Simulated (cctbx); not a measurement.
# What resolution and counting buy: Tm2MgFe3

Space group Cmcm (no. 63), a = 5.3050 Å, b = 9.2360 Å, c = 8.6820 Å, α = 90.00°, β = 90.00°, γ = 90.00°.

```csv
atom,mult.,x,y,z,Ueq (Å²)
Tm1,8,0,0.3301,0.5623,0.0180
Fe1,8,0.2541,0.4133,1/4,0.0341
Fe2,4,0,0,1/2,0.0217
Mg1,4,0,0.1620,1/4,0.0405
```

The model is made up (kin elements in a known structure type, no relaxation), so it says nothing on whether the phase exists.

Five simulated data sets (cctbx; Ag Kα, λ = 0.56087 Å; 6 % proportional error) differ in resolution or exposure (noise floor 8 counts in the first three, 8 in the last two). Each is refined with the right model, isotropic at 1.1 Å and anisotropic otherwise. How do the figures of merit and the uncertainties move?

| d min (Å) | top counts | ⟨I/σ⟩ (unmerged, absences included) | unique | param. (scale apart) | Rint | R1 | GooF | largest s.u. xyz (fractional) | s.u. U of Mg1 (Å²) | largest error (Å) |
| --- | --- | --- | --- | --- | --- | --- | --- | --- | --- | --- |
| 1.1 | 5000 | 4.2 | 106 | 9 | 0.049 | 0.0239 | 1.37 | 0.00147 | 0.0037 | 0.0176 |
| 0.84 | 5000 | 3.9 | 225 | 20 | 0.055 | 0.0195 | 0.91 | 0.00082 | 0.0037 | 0.0062 |
| 0.6 | 5000 | 2.9 | 581 | 20 | 0.070 | 0.0261 | 0.94 | 0.00079 | 0.0026 | 0.0054 |
| 0.75 | 300 | 0.8 | 308 | 20 | 0.296 | 0.0589 | 0.89 | 0.00427 | 0.0134 | 0.0295 |
| 0.75 | 3000 | 3.0 | 308 | 20 | 0.072 | 0.0231 | 0.89 | 0.00099 | 0.0035 | 0.0075 |

The number of reflections grows roughly as 1/d³: 106, 225 and 581 here. R1 follows the noise rather than the truth: at 300 counts it is 0.0589, at 3000 counts 0.0231, while GooF is 0.89 and 0.89: the weights 1/σ² carry the noise. The s.u. of U (U11 where anisotropic) for Mg1 goes 0.0037, 0.0037, 0.0026 Å² with resolution and 0.0134, 0.0035 Å² with exposure.

The 1.1 Å row also differs in its displacement model, so it isn't a clean test of resolution.

Hardware for the 0.6 Å refinement: 0.44 s on 1 thread of Arm Neoverse V2, with other jobs on the host, peak memory 0.09 GiB.

[Logs are printed without paths, hosts, clocks, repeated set-up lines and the standing remarks that a program may print on its own settings, such as how far it seeks lower states.]
